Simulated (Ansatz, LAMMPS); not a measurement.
# Elastic response of glassy 63SiO2-16Na2O-21K2O (mol %) (114 atoms), part 3 of 4

How stiff is glassy 63SiO2-16Na2O-21K2O (mol %) (114 atoms)?

Ansatz 0.2.0; Kohn-Sham DFT, PBE, PAW (set soft_2), plane waves.

The cell: 24 Si, 12 Na, 16 K and 62 O. The quench rate of 10 K/ps is orders of magnitude faster than experiment. The starting topology of bonds comes from the classical model. Only the Γ point is sampled.

So far. Step 2 (Single point at the start): The r.m.s. force at the start is 1.4 eV/Å. Step 3 (Cell and atoms relaxed): The relaxation converged after 31 steps, with a largest force component of 0.038 eV/Å.

## Step 5: Volume -3 %

The relaxed cell is scaled evenly and the atoms are relaxed again; the stress at the end gives one point of P(V).

File input.yaml:

```yaml
crystal:
  lattice:
    - [11.63413, -0.39879, 0.18688]
    - [-0.39879, 12.08885, 0.24397]
    - [0.18688, 0.24397, 12.43587]
  atoms:
    [... the 114 atom lines of step 4 ...]
kpoints:
  mp_grid: { grid: [1, 1, 1] }
hamiltonian:
  xc: pbe
scf:
  occupations: { method: fixed }
output:
  forces: true
  eigenvalues: true
  stress: true
relax:
  f_tol: 0.05
  max_steps: 70
```

The run is started by

```
ansatz run input.yaml --threads 4 --pin off --max-ram 8192MiB --backend cpu --events-out ev --progress --plain --runs-dir out
```

Numbers of over 12 decimals in the logs are rounded to 6 here.

Output:

```text
Warning: output.stress: scf.convergence.dr2_threshold = 1e-7 eV (the SCF's general default) is looser than the 1.08e-8 eV advised for a printed stress (1e-10 eV for each atom of the cell: 114, of which 108 are counted). What an SCF threshold leaves in a stress goes as its square root, and in the free energy as the threshold itself, and one threshold admits the most on a small cell: [...]
[...]
Crystal: 114 atoms, lattice volume = 1745.892 Å³
Basis set: ecut = 420 eV, 34099 PW (Γ), exchange–correlation on 160×162×180 points (8 copies of the dense FFT grid, shifted against one another)
Bands: 474, of which v1, the nominal top of the filled ones, is band 360 counted from 1 (359 counted from 0)
Symmetry: 1 space group operations
[...]
k-points: 1
[...]
SCF iter   1: F=—  HF=-93002.623568 eV  |F-HF|=—  |Δ(HF+E_count)|=         —  Δρ=1.46e-3  dr2=4.40e-2  ethr=1.77e-3  ⟨swp⟩=4.0  Hψ=1718  notcnv=0  defer=110
[...]
SCF iter   5: F=—  HF=-93002.630403 eV  |F-HF|=—  |Δ(HF+E_count)|=   8.83e-5  Δρ=7.96e-5  dr2=9.84e-5  ethr=4.74e-8  ⟨swp⟩=2.0  Hψ=722  notcnv=0  defer=112
SCF iter   6: F=-93002.630403 eV  HF=-93002.630403 eV  |F-HF|=2.93e-7  |Δ(HF+E_count)|=   2.59e-7  Δρ=3.02e-5  dr2=1.55e-5  ethr=8.68e-9  ⟨swp⟩=17.0  Hψ=3030  notcnv=0
SCF 1 converged in 6 iterations: F = -93002.630403 eV  dr2 = 1.55e-5
[...]
relax step   1: F+E_penalty+E_count = -93002.63040301 eV  Δ(F+E_penalty+E_count) = +0.000e0 eV  max|allowed force component| = 6.166e-1 eV/Å  Δτ_max = 0.0000 Å  (6 SCF iters, dr2 threshold 6.25e-5 eV, accepted)
[...]
relax step   2: F+E_penalty+E_count = -93002.83692251 eV  Δ(F+E_penalty+E_count) = -2.065e-1 eV  max|allowed force component| = 3.359e-1 eV/Å  Δτ_max = 0.0942 Å  (7 SCF iters, dr2 threshold 2.38e-5 eV, accepted)
[...]
relax step   3: F+E_penalty+E_count = -93002.93977649 eV  Δ(F+E_penalty+E_count) = -1.029e-1 eV  max|allowed force component| = 1.774e-1 eV/Å  Δτ_max = 0.0808 Å  (7 SCF iters, dr2 threshold 7.05e-6 eV, accepted)
relax step   4: F+E_penalty+E_count = -93002.92715766 eV  Δ(F+E_penalty+E_count) = +1.262e-2 eV  max|allowed force component| = 2.360e-1 eV/Å  Δτ_max = 0.2000 Å  (7 SCF iters, dr2 threshold 8.78e-6 eV, rejected (line search))
relax step   5: F+E_penalty+E_count = -93002.98895895 eV  Δ(F+E_penalty+E_count) = -4.918e-2 eV  max|allowed force component| = 8.907e-2 eV/Å  Δτ_max = 0.0982 Å  (9 SCF iters, accepted)
relax step   6: F+E_penalty+E_count = -93002.99957734 eV  Δ(F+E_penalty+E_count) = -1.062e-2 eV  max|allowed force component| = 7.499e-2 eV/Å  Δτ_max = 0.1000 Å  (9 SCF iters, accepted)
[...]
relax step   7: F+E_penalty+E_count = -93003.00434466 eV  Δ(F+E_penalty+E_count) = -4.767e-3 eV  max|allowed force component| = 4.871e-2 eV/Å  Δτ_max = 0.0716 Å  (9 SCF iters, accepted)
SCF converged after 9 iterations
Free energy (F): -93003.004345 eV
[...]
Internal energy: -93003.004345 eV  (E = F + TS)
E sigma→0 (E₀):  -93003.004345 eV
Fermi energy:    3.688820 eV
[...]
Σ components = -93003.004345   (vs F -93003.004345, Δ=0.00e0)
--- Forces (eV/Å), atoms counted from 1 ---
  atom   1  Si     0.01737064     0.02210764    -0.02013268
  atom   2  Si    -0.00911959    -0.00453955    -0.01512825
  atom   3  Si     0.01080796     0.02474149     0.01044166
  atom   4  Si     0.01356312    -0.02257490     0.01525489
[...]
atom 114  O     -0.02867362     0.00621684    -0.00128575
  max |Σ_I F_I| component: 2.47e-5 eV/Å
--- Stress (GPa, compression-positive) ---
        1.056452      -0.001218       0.126801
       -0.001219       1.171133       0.181931
        0.126801       0.181932       1.091417
  P = ⅓ Tr σ = 1.1063 GPa (11.063 kbar)
--- Band table (eV) ---
[...]
--- Relaxed structure (7 steps of the walk, 6 accepted, 0 SCFs on fresh bases) ---
  F+E_penalty+E_count = -93003.00434466 eV   max|allowed force component| = 4.871e-2 eV/Å
  atoms:
    - { symbol: Si, position: [0.132920, 0.254602, 0.092568] }
    - { symbol: Si, position: [0.299348, 0.964654, 0.869121] }
    - { symbol: Si, position: [0.098148, 0.836926, 0.290686] }
    - { symbol: Si, position: [0.385076, 0.329131, 0.050457] }
[...]
- { symbol: O, position: [0.281026, 0.100536, 0.342030] }
```

Run time: 3.7 min. Hardware: 4 threads of AMD EPYC 7R13 (Zen 3), shared host; peak memory 2.5 GiB.

The program notes that the SCF threshold is loose for the stress.

The relaxation converged after 7 steps, 0.374 eV below its start, with a largest force component of 0.049 eV/Å.

Volume -3 %: the energy stands 0.194 eV above that of the reference, at a pressure of 1.11 GPa.

## Step 6: Volume +3 %

The relaxed cell is scaled to another volume.

input.yaml, the sections that differ from step 5:

```yaml
crystal:
  lattice:
    - [11.86922, -0.40685, 0.19066]
    - [-0.40685, 12.33313, 0.2489]
    - [0.19066, 0.2489, 12.68717]
  atoms:
    [... the 114 atom lines of step 4 ...]
# kpoints, hamiltonian, scf, output, relax: as in step 5
```

Output:

```text
[...]
Crystal: 114 atoms, lattice volume = 1853.884 Å³
Basis set: ecut = 420 eV, 36231 PW (Γ), exchange–correlation on 160×180×180 points (8 copies of the dense FFT grid, shifted against one another)
Bands: 474, of which v1, the nominal top of the filled ones, is band 360 counted from 1 (359 counted from 0)
Symmetry: 1 space group operations
[...]
k-points: 1
[...]
SCF iter   1: F=—  HF=-93002.693292 eV  |F-HF|=—  |Δ(HF+E_count)|=         —  Δρ=1.43e-3  dr2=4.70e-2  ethr=1.77e-3  ⟨swp⟩=5.0  Hψ=1651  notcnv=0  defer=110
[...]
SCF iter   5: F=—  HF=-93002.698878 eV  |F-HF|=—  |Δ(HF+E_count)|=   8.75e-5  Δρ=8.05e-5  dr2=1.10e-4  ethr=5.41e-8  ⟨swp⟩=2.0  Hψ=701  notcnv=0  defer=112
SCF iter   6: F=-93002.698879 eV  HF=-93002.698879 eV  |F-HF|=5.15e-7  |Δ(HF+E_count)|=   1.37e-6  Δρ=3.22e-5  dr2=1.92e-5  ethr=8.68e-9  ⟨swp⟩=16.0  Hψ=3243  notcnv=0
SCF 1 converged in 6 iterations: F = -93002.698879 eV  dr2 = 1.92e-5
[...]
relax step   1: F+E_penalty+E_count = -93002.69887865 eV  Δ(F+E_penalty+E_count) = +0.000e0 eV  max|allowed force component| = 5.398e-1 eV/Å  Δτ_max = 0.0000 Å  (6 SCF iters, dr2 threshold 6.25e-5 eV, accepted)
[...]
relax step   2: F+E_penalty+E_count = -93002.88758171 eV  Δ(F+E_penalty+E_count) = -1.887e-1 eV  max|allowed force component| = 3.104e-1 eV/Å  Δτ_max = 0.0890 Å  (7 SCF iters, dr2 threshold 1.82e-5 eV, accepted)
[...]
relax step   3: F+E_penalty+E_count = -93002.98054393 eV  Δ(F+E_penalty+E_count) = -9.296e-2 eV  max|allowed force component| = 1.354e-1 eV/Å  Δτ_max = 0.0753 Å  (7 SCF iters, dr2 threshold 6.02e-6 eV, accepted)
relax step   4: F+E_penalty+E_count = -93002.97230997 eV  Δ(F+E_penalty+E_count) = +8.234e-3 eV  max|allowed force component| = 3.027e-1 eV/Å  Δτ_max = 0.2000 Å  (7 SCF iters, dr2 threshold 3.49e-6 eV, rejected (line search))
relax step   5: F+E_penalty+E_count = -93003.02353957 eV  Δ(F+E_penalty+E_count) = -4.300e-2 eV  max|allowed force component| = 9.426e-2 eV/Å  Δτ_max = 0.0976 Å  (9 SCF iters, accepted)
relax step   6: F+E_penalty+E_count = -93003.03552855 eV  Δ(F+E_penalty+E_count) = -1.199e-2 eV  max|allowed force component| = 8.039e-2 eV/Å  Δτ_max = 0.1000 Å  (9 SCF iters, accepted)
relax step   7: F+E_penalty+E_count = -93003.04080556 eV  Δ(F+E_penalty+E_count) = -5.277e-3 eV  max|allowed force component| = 5.046e-2 eV/Å  Δτ_max = 0.0327 Å  (6 SCF iters, dr2 threshold 3.13e-6 eV, accepted)
relax step   8: F+E_penalty+E_count = -93003.00201005 eV  Δ(F+E_penalty+E_count) = +3.880e-2 eV  max|allowed force component| = 1.968e-1 eV/Å  Δτ_max = 0.1386 Å  (9 SCF iters, rejected (line search))
[...]
relax step   9: F+E_penalty+E_count = -93003.04519506 eV  Δ(F+E_penalty+E_count) = -4.389e-3 eV  max|allowed force component| = 2.672e-2 eV/Å  Δτ_max = 0.0329 Å  (9 SCF iters, accepted)
SCF converged after 9 iterations
Free energy (F): -93003.045195 eV
[...]
Internal energy: -93003.045195 eV  (E = F + TS)
E sigma→0 (E₀):  -93003.045195 eV
Fermi energy:    3.227839 eV
[...]
Σ components = -93003.045195   (vs F -93003.045195, Δ=0.00e0)
--- Forces (eV/Å), atoms counted from 1 ---
  atom   1  Si     0.00739107    -0.00305374     0.00418685
  atom   2  Si     0.00940174     0.00472075    -0.01191786
  atom   3  Si    -0.00224163    -0.00425705    -0.00613609
  atom   4  Si    -0.00092179     0.00355083    -0.00519943
[...]
atom 114  O      0.00489265    -0.00276033    -0.00353409
  max |Σ_I F_I| component: 3.39e-5 eV/Å
--- Stress (GPa, compression-positive) ---
       -0.966913      -0.077041      -0.100220
       -0.077042      -0.958557      -0.125354
       -0.100221      -0.125354      -0.908525
  P = ⅓ Tr σ = -0.9447 GPa (-9.447 kbar)
--- Band table (eV) ---
[...]
--- Relaxed structure (9 steps of the walk, 7 accepted, 0 SCFs on fresh bases) ---
  F+E_penalty+E_count = -93003.04519506 eV   max|allowed force component| = 2.672e-2 eV/Å
  atoms:
    - { symbol: Si, position: [0.131422, 0.245856, 0.087291] }
    - { symbol: Si, position: [0.303179, 0.963117, 0.863232] }
    - { symbol: Si, position: [0.099503, 0.838002, 0.288985] }
    - { symbol: Si, position: [0.380970, 0.328796, 0.046407] }
[...]
- { symbol: O, position: [0.273820, 0.106226, 0.336599] }
```

Elapsed: 5.2 min, on 4 threads; peak memory 2.7 GiB; 19 min of CPU time.

The relaxation converged after 9 steps, 0.346 eV below its start, with a largest force component of 0.027 eV/Å.

Volume +3 %: the energy stands 0.153 eV above that of the reference, at a pressure of -0.945 GPa.

## Step 7: Volume -6 %

The relaxed cell is scaled to another volume.

input.yaml, the sections that differ from step 6:

```yaml
crystal:
  lattice:
    - [11.51293, -0.39464, 0.18494]
    - [-0.39464, 11.96291, 0.24143]
    - [0.18494, 0.24143, 12.30632]
  atoms:
    [... the 114 atom lines of step 4 ...]
# kpoints, hamiltonian, scf, output, relax: as in step 6
```

Output:

```text
[...]
Crystal: 114 atoms, lattice volume = 1691.895 Å³
Basis set: ecut = 420 eV, 33037 PW (Γ), exchange–correlation on 160×162×180 points (8 copies of the dense FFT grid, shifted against one another)
Bands: 474, of which v1, the nominal top of the filled ones, is band 360 counted from 1 (359 counted from 0)
Symmetry: 1 space group operations
[...]
k-points: 1
[...]
SCF iter   1: F=—  HF=-93000.821424 eV  |F-HF|=—  |Δ(HF+E_count)|=         —  Δρ=1.55e-3  dr2=4.74e-2  ethr=1.77e-3  ⟨swp⟩=5.0  Hψ=1658  notcnv=0  defer=110
[...]
SCF iter   5: F=—  HF=-93000.821484 eV  |F-HF|=—  |Δ(HF+E_count)|=   8.30e-5  Δρ=6.96e-5  dr2=7.72e-5  ethr=4.54e-8  ⟨swp⟩=2.0  Hψ=723  notcnv=0  defer=112
SCF iter   6: F=-93000.821492 eV  HF=-93000.821495 eV  |F-HF|=3.65e-6  |Δ(HF+E_count)|=   1.13e-5  Δρ=3.33e-5  dr2=1.70e-5  ethr=8.68e-9  ⟨swp⟩=16.0  Hψ=3175  notcnv=0
SCF 1 converged in 6 iterations: F = -93000.821492 eV  dr2 = 1.70e-5
[...]
relax step   1: F+E_penalty+E_count = -93000.82149167 eV  Δ(F+E_penalty+E_count) = +0.000e0 eV  max|allowed force component| = 1.297e0 eV/Å  Δτ_max = 0.0000 Å  (6 SCF iters, dr2 threshold 6.25e-5 eV, accepted)
[...]
relax step   2: F+E_penalty+E_count = -93001.69978395 eV  Δ(F+E_penalty+E_count) = -8.783e-1 eV  max|allowed force component| = 6.946e-1 eV/Å  Δτ_max = 0.1799 Å  (6 SCF iters, dr2 threshold 1.00e-4 eV, accepted)
[...]
relax step   3: F+E_penalty+E_count = -93002.12435556 eV  Δ(F+E_penalty+E_count) = -4.246e-1 eV  max|allowed force component| = 3.760e-1 eV/Å  Δτ_max = 0.1957 Å  (7 SCF iters, dr2 threshold 3.02e-5 eV, accepted)
relax step   4: F+E_penalty+E_count = -93002.26509469 eV  Δ(F+E_penalty+E_count) = -1.407e-1 eV  max|allowed force component| = 3.826e-1 eV/Å  Δτ_max = 0.2000 Å  (7 SCF iters, dr2 threshold 4.06e-5 eV, accepted)
relax step   5: F+E_penalty+E_count = -93002.34851336 eV  Δ(F+E_penalty+E_count) = -8.342e-2 eV  max|allowed force component| = 2.526e-1 eV/Å  Δτ_max = 0.0674 Å  (6 SCF iters, dr2 threshold 4.29e-5 eV, accepted)
relax step   6: F+E_penalty+E_count = -93002.39479608 eV  Δ(F+E_penalty+E_count) = -4.628e-2 eV  max|allowed force component| = 1.389e-1 eV/Å  Δτ_max = 0.2000 Å  (7 SCF iters, dr2 threshold 2.78e-5 eV, accepted)
relax step   7: F+E_penalty+E_count = -93002.41059324 eV  Δ(F+E_penalty+E_count) = -1.580e-2 eV  max|allowed force component| = 1.030e-1 eV/Å  Δτ_max = 0.1046 Å  (7 SCF iters, dr2 threshold 5.82e-6 eV, accepted)
relax step   8: F+E_penalty+E_count = -93002.41909867 eV  Δ(F+E_penalty+E_count) = -8.505e-3 eV  max|allowed force component| = 7.322e-2 eV/Å  Δτ_max = 0.0189 Å  (6 SCF iters, dr2 threshold 3.21e-6 eV, accepted)
relax step   9: F+E_penalty+E_count = -93002.41297682 eV  Δ(F+E_penalty+E_count) = +6.122e-3 eV  max|allowed force component| = 1.692e-1 eV/Å  Δτ_max = 0.2000 Å  (7 SCF iters, dr2 threshold 2.71e-6 eV, rejected (line search))
[...]
relax step  10: F+E_penalty+E_count = -93002.43591416 eV  Δ(F+E_penalty+E_count) = -1.682e-2 eV  max|allowed force component| = 4.981e-2 eV/Å  Δτ_max = 0.0975 Å  (9 SCF iters, accepted)
SCF converged after 9 iterations
Free energy (F): -93002.435914 eV
[...]
Internal energy: -93002.435914 eV  (E = F + TS)
E sigma→0 (E₀):  -93002.435914 eV
Fermi energy:    3.982294 eV
[...]
Σ components = -93002.435914   (vs F -93002.435914, Δ=0.00e0)
--- Forces (eV/Å), atoms counted from 1 ---
  atom   1  Si    -0.00370362     0.01446331    -0.01212179
  atom   2  Si    -0.00076634    -0.01355971     0.00689638
  atom   3  Si     0.00418435    -0.00624359    -0.01470812
  atom   4  Si    -0.00033662    -0.01052991     0.00446972
[...]
atom 114  O      0.01505017     0.00228960    -0.00047150
  max |Σ_I F_I| component: 3.80e-5 eV/Å
--- Stress (GPa, compression-positive) ---
        2.336766      -0.034185       0.249252
       -0.034186       2.423894       0.402703
        0.249251       0.402704       2.238182
  P = ⅓ Tr σ = 2.3329 GPa (23.329 kbar)
--- Band table (eV) ---
[...]
--- Relaxed structure (10 steps of the walk, 9 accepted, 0 SCFs on fresh bases) ---
  F+E_penalty+E_count = -93002.43591416 eV   max|allowed force component| = 4.981e-2 eV/Å
  atoms:
    - { symbol: Si, position: [0.134070, 0.258028, 0.095139] }
    - { symbol: Si, position: [0.297099, 0.965023, 0.872838] }
    - { symbol: Si, position: [0.095735, 0.835348, 0.293713] }
    - { symbol: Si, position: [0.387665, 0.327952, 0.052256] }
[...]
- { symbol: O, position: [0.281764, 0.093934, 0.344441] }
```

It took 4.7 min on 4 threads; peak memory 2.5 GiB; 18 min of CPU time.

The relaxation converged after 10 steps, 1.61 eV below its start, with a largest force component of 0.050 eV/Å.

Volume -6 %: the energy stands 0.762 eV above that of the reference, at a pressure of 2.33 GPa.

## Step 8: Volume +6 %

The relaxed cell is scaled to another volume.

Input and log are left out; they have the form of those shown for this kind of step.

Wall time 8.4 min (4 threads of AMD EPYC 7R13 (Zen 3), shared host); peak memory 2.8 GiB; 31 min of CPU time.

The relaxation was stopped at its limit after 10 steps, 1.30 eV below its start, with a largest force component of 0.050 eV/Å.

Volume +6 %: the energy stands 0.618 eV above that of the reference.

(Part 3 of 4 ends here.)

[Logs are printed without paths, hosts, clocks, repeated set-up lines and the standing remarks that a program may print on its own settings, such as how far it seeks lower states.]

[Hosts, paths, dates, database ids (printed as entryN), source tags and the programs' standing remarks are cut or masked in the printed files.]
